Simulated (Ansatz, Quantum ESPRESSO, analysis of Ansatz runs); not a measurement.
# A hop of Na in Na2WO4 (Fd-3m), charge −1 (Quantum ESPRESSO), part 3 of 3

How high is the barrier when Na changes place in Na2WO4 (Fd-3m)? The case: V_Na hop (3.2 Å), charge −1, in a cell of 56 host atoms with 1 Na taken out.

Quantum ESPRESSO 7.5; Quantum ESPRESSO plane-wave DFT, PBEsol, GBRV 1.5 PBEsol potentials; nudged elastic band between two relaxed defect structures at fixed charge in a uniform background.

So far: Starting point; Relaxation of the start point, charge −1; Relaxation of the end point, charge −1.

**4. Nudged elastic band, charge −1**

5 movable images are laid between the ends on the band that Ansatz converged, shifted to this program's ends. Each image feels the true force across the path and a spring force along it. The highest image is set to climb to the top of the path.

This step: Quantum ESPRESSO plane-wave DFT, PBEsol, GBRV 1.5 PBEsol potentials; nudged elastic band between two relaxed defect structures at fixed charge in a uniform background.

Contents of neb.in:

```
BEGIN
BEGIN_PATH_INPUT
&PATH
  restart_mode = 'from_scratch'
  string_method = 'neb'
  nstep_path = 45
  ds = 1.5
  opt_scheme = 'broyden'
  num_of_images = 7
  k_max = 0.3
  k_min = 0.2
  CI_scheme = 'auto'
  path_thr = 0.05
/
END_PATH_INPUT
BEGIN_ENGINE_INPUT
&CONTROL
  prefix = 'pwscf'
  outdir = './tmp'
  pseudo_dir = './pseudo'
  disk_io = 'low'
/
&SYSTEM
  ibrav = 0
  nat = 55
  ntyp = 3
  ecutwfc = 40
  ecutrho = 324
  nbnd = 224
  occupations = 'fixed'
  tot_charge = -1
  nosym = .true.
/
&ELECTRONS
  conv_thr = 6d-08
  electron_maxstep = 100
  mixing_beta = 0.5
/
ATOMIC_SPECIES
Na    22.9898 na_pbesol_v1.5.uspp.F.UPF
W    183.8400 w_pbesol_v1.2.uspp.F.UPF
O     15.9990 o_pbesol_v1.2.uspp.F.UPF
CELL_PARAMETERS angstrom
   9.1091060956    0.0000000000    0.0000000000
   0.0000000000    9.1091060956    0.0000000000
   0.0000000000    0.0000000000    9.1091060956
BEGIN_POSITIONS
FIRST_IMAGE
ATOMIC_POSITIONS crystal
Na     0.1150238823    0.3692880738    0.3856831592
Na     0.1238243270    0.8747663294    0.8738225552
Na     0.6357051844    0.3802593376    0.8650298390
Na     0.6269020617    0.8748021641    0.3768774920
Na     0.3753457768    0.1262959651    0.3769015995
Na     0.3753460405    0.6232593191    0.8738621391
Na     0.8808062471    0.1350866979    0.8650123779
Na     0.8698409665    0.6143765207    0.3857061594
Na     0.3753724371    0.3747902886    0.1253948467
Na     0.3753582887    0.8747650106    0.6253620849
Na     0.8753709282    0.8747693702    0.1253557647
Na     0.1238655442    0.1262962698    0.1253292588
Na     0.1150067510    0.6144156371    0.6308169391
Na     0.6356795212    0.1351251763    0.6198903717
Na     0.6268918956    0.6232766221    0.1253519778
W      0.2588004027    0.2470692730    0.7530409027
W      0.2502617540    0.7496590540    0.2504255356
W      0.7476735543    0.2470836333    0.2418515322
W      0.7476499280    0.7582384330    0.7530107814
W      0.0030645062   -0.0087010645    0.4976700804
W      0.0030504712    0.5024510560    0.0088568186
W      0.5004744621   -0.0001008300    0.0003011075
W      0.4918958809    0.5024685432    0.4977229605
O      0.3709269677    0.1323455918    0.6381886843
O      0.3643295839    0.6366799620    0.1363353272
O      0.8625104937    0.1323519229    0.1297185175
O      0.8621316959    0.6502153375    0.6385124099
O      0.1508066754    0.3615617053    0.6385261338
O      0.1372827770    0.8637198973    0.1363319274
O      0.6329605060    0.3619249144    0.1297019226
O      0.6329304498    0.8703706465    0.6381583729
O      0.1406333230    0.1350080562    0.8650804361
O      0.1367053026    0.6361002439    0.3639497019
O      0.6356048214    0.1350407202    0.3600037802
O      0.6355862645    0.6400938754    0.8650679623
O      0.3709438003    0.3619079212    0.8677260469
O      0.3643203238    0.8637335120    0.3633903003
O      0.8621795772    0.3615821720    0.3498140516
O      0.8624971501    0.8703741263    0.8676949529
O      0.3864152165    0.1128850724    0.1143904524
O      0.3797783532    0.6171766463    0.6125993122
O      0.8885495418    0.0992973731    0.6121588219
O      0.8882266943    0.6171715859    0.1210162386
O      0.1177889569    0.3876233438    0.1209942455
O      0.1177684437    0.8791746550    0.6125447303
O      0.5999325896    0.3879847736    0.6122073108
O      0.6134656833    0.8858354551    0.1143822165
O      0.1151329020    0.1094536916    0.3856239007
O      0.1150913222    0.6145140111    0.8906984817
O      0.6140256527    0.1134523356    0.8867656245
O      0.6100186989    0.6145430279    0.3856520180
O      0.3797497943    0.3876205134    0.3830494946
O      0.3864004777    0.8858331936    0.8873457435
O      0.8885415665    0.3879436747    0.9009052230
O      0.8882432955    0.8791393648    0.3829842272
INTERMEDIATE_IMAGE
ATOMIC_POSITIONS crystal
Na     0.0812838705    0.3512022720    0.4192815061
Na     0.1264753417    0.8741027674    0.8763833079
[... 53 atom lines left out ...]
INTERMEDIATE_IMAGE
ATOMIC_POSITIONS crystal
Na     0.0424328743    0.3297328731    0.4582843784
Na     0.1268348802    0.8741645068    0.8776141023
[... 53 atom lines left out ...]
INTERMEDIATE_IMAGE
ATOMIC_POSITIONS crystal
Na     0.0005322193    0.3167882219    0.5001333792
Na     0.1268017638    0.8745967761    0.8781712494
[... 53 atom lines left out ...]
INTERMEDIATE_IMAGE
ATOMIC_POSITIONS crystal
Na    -0.0412962299    0.3297310614    0.5420175118
Na     0.1266386875    0.8750734146    0.8780857656
[... 53 atom lines left out ...]
INTERMEDIATE_IMAGE
ATOMIC_POSITIONS crystal
Na    -0.0802812364    0.3511942265    0.5808509909
Na     0.1264390901    0.8753689280    0.8775223326
[... 53 atom lines left out ...]
LAST_IMAGE
ATOMIC_POSITIONS crystal
Na    -0.1138752456    0.3692323886    0.6145910950
Na     0.1257743532    0.8747725506    0.8749582521
[... 5 atom lines left out ...]
Na     0.8861153467    0.6143915417    0.3694248825
[... 4 atom lines left out ...]
Na     0.1312973193    0.6144086182    0.6145912741
[... 2 atom lines left out ...]
W      0.2534324594    0.2470701227    0.7584187361
[... 1 atom line left out ...]
W      0.7422681871    0.2470739404    0.2472636268
[... 1 atom line left out ...]
W     -0.0018951609   -0.0087038693    0.5026566019
[... 6 atom lines left out ...]
O      0.8643729096    0.6360780668    0.6362773100
O      0.1389448730    0.3615388797    0.6503713006
[... 4 atom lines left out ...]
O      0.1389381619    0.6502121704    0.3617209728
[... 4 atom lines left out ...]
O      0.8502939760    0.3615415836    0.3617405502
[... 3 atom lines left out ...]
O      0.8860308121    0.1094144995    0.6147326745
[... 5 atom lines left out ...]
O      0.1126034217    0.0993293675    0.3881853370
[... 6 atom lines left out ...]
O      0.8834389082    0.8791590552    0.3877913695
END_POSITIONS
K_POINTS crystal
1
0.25 0.25 0.25 1.0
END_ENGINE_INPUT
END
```

The run is started by

```sh
$ OMP_NUM_THREADS=1 mpirun -n 16 neb.x -ni 4 -inp neb.in > neb.out
```

The program printed:

```text
[shortened: banners, details of potentials and solvers, and blank lines are left out]
[banner, memory and clock lines left out]
     path-images division:  nimage    =       4
     initial path length           =  6.5446 bohr
     initial inter-image distance  =  1.0908 bohr
     string_method                 =    neb
     restart_mode                  =    from_scratch
     opt_scheme                    =    broyden
     num_of_images                 =    7
     nstep_path                    =    45
     CI_scheme                     =    auto
     first_last_opt                =    F
     use_freezing                  =    F
     ds                            =    1.5000 a.u.
     k_max                         =    0.3000 a.u.
     k_min                         =    0.2000 a.u.
     path_thr                      =    0.0500 eV / A
     ------------------------------ iteration   1 ------------------------------
     activation energy (->) =   0.559947 eV
     activation energy (<-) =   0.559976 eV
     image        energy (eV)        error (eV/A)        frozen
         1     -50810.7880345            0.014004            T
         2     -50810.6096564            0.803650            F
         3     -50810.3210687            0.716446            F
         4     -50810.2280874            0.035942            F
         5     -50810.3207980            0.715861            F
         6     -50810.6092707            0.804151            F
         7     -50810.7880633            0.013355            T
     climbing image =  4
     path length          =  6.545 bohr
     inter-image distance =  1.091 bohr
     ------------------------------ iteration   2 ------------------------------
     activation energy (->) =   0.559746 eV
     activation energy (<-) =   0.559775 eV
     image        energy (eV)        error (eV/A)        frozen
         1     -50810.7880345            0.014004            T
         2     -50810.5932278            0.586185            F
         3     -50810.3123993            0.489393            F
         4     -50810.2282880            0.036825            F
         5     -50810.3121499            0.489417            F
         6     -50810.5928277            0.586288            F
         7     -50810.7880633            0.013355            T
     climbing image =  4
     path length          =  6.535 bohr
[...]
------------------------------ iteration   3 ------------------------------
     activation energy (->) =   0.559867 eV
     activation energy (<-) =   0.559896 eV
     image        energy (eV)        error (eV/A)        frozen
         1     -50810.7880345            0.014004            T
         2     -50810.5498863            0.219659            F
         3     -50810.2925860            0.336496            F
         4     -50810.2281672            0.203706            F
         5     -50810.2922910            0.329508            F
         6     -50810.5495500            0.224129            F
         7     -50810.7880633            0.013355            T
     climbing image =  4
     path length          =  6.518 bohr
[...]
------------------------------ iteration   4 ------------------------------
     activation energy (->) =   0.560107 eV
     activation energy (<-) =   0.560135 eV
     image        energy (eV)        error (eV/A)        frozen
         1     -50810.7880345            0.014004            T
         2     -50810.5482570            0.282840            F
         3     -50810.2922657            0.403607            F
         4     -50810.2279279            0.247723            F
         5     -50810.2919187            0.395903            F
         6     -50810.5479803            0.256027            F
         7     -50810.7880633            0.013355            T
     climbing image =  4
     path length          =  6.522 bohr
[...]
------------------------------ iteration   5 ------------------------------
     activation energy (->) =   0.559293 eV
     activation energy (<-) =   0.559321 eV
     image        energy (eV)        error (eV/A)        frozen
         1     -50810.7880345            0.014004            T
         2     -50810.5530428            0.037259            F
         3     -50810.2948505            0.038870            F
         4     -50810.2287420            0.012347            F
         5     -50810.2946456            0.039149            F
         6     -50810.5526575            0.036732            F
         7     -50810.7880633            0.013355            T
     climbing image =  4
     path length          =  6.523 bohr
     inter-image distance =  1.087 bohr
     neb: convergence achieved in   5 iterations
```

Wall time 50 min (16 MPI ranks of Arm Neoverse N1, shared host); peak memory 15 GiB.

Images along the path:

```
image  path (Å)  energy (eV)      Na1: x, y, z (Å)
    0     0.000       0.0000   1.048, 3.364, 3.513
    1     0.676       0.2350   0.677, 3.166, 3.883
    2     1.230       0.4932   0.333, 2.987, 4.228
    3     1.726       0.5593   0.005, 2.886, 4.556
    4     2.222       0.4934  -0.323, 2.987, 4.883
    5     2.776       0.2354  -0.668, 3.166, 5.228
    6     3.452       0.0000  -1.037, 3.363, 5.598
```

This step gave:

```yaml
barrier_forward: 0.5593 eV
barrier_backward: 0.5593 eV
end_less_start: -2.88e-5 eV
hop_length: 2.949 Å
```

The band met its tolerance of 0.05 eV/Å after 5 iterations, with image 3 on top (the start counts as 0). Na1, which moves farthest between the ends, has 6 O at 2.33 to 2.45 Å nearest at the start and 4 O at 2.12 to 2.39 Å at the top.

**5. Outcome**

| Property | Result |
| --- | --- |
| barrier forward | 0.56 eV |
| barrier backward | 0.56 eV |
| end less start | 0.00 eV |
| hop length | 2.95 Å |
| band iterations, as the log counts them | 5 |

**Reading.** The top of the band lies 0.56 eV above the start and 0.56 eV above the end, which are alike in energy and neighbours. With an assumed prefactor of 1e13 per second it gives one hop a second along this one path at about 220 K; whether such hops link up through the crystal wasn't checked. At the top Na1 stands 2.12 Å from its nearest O, 0.21 Å closer than at the start. The order of the top as a saddle was not checked for all atoms, so a bent path could be lower. No image-charge correction is applied; it largely cancels along a path if the charge stays localised alike. What this leaves open: one k-point off the zone centre stands for the whole zone; spin–orbit coupling, which can matter with heavy atoms, is left out.

[Logs are printed without paths, hosts, clocks, repeated set-up lines and the standing remarks that a program may print on its own settings, such as how far it seeks lower states.]

[Hosts, paths, dates, database ids (printed as entryN), source tags and the programs' standing remarks are cut or masked in the printed files.]
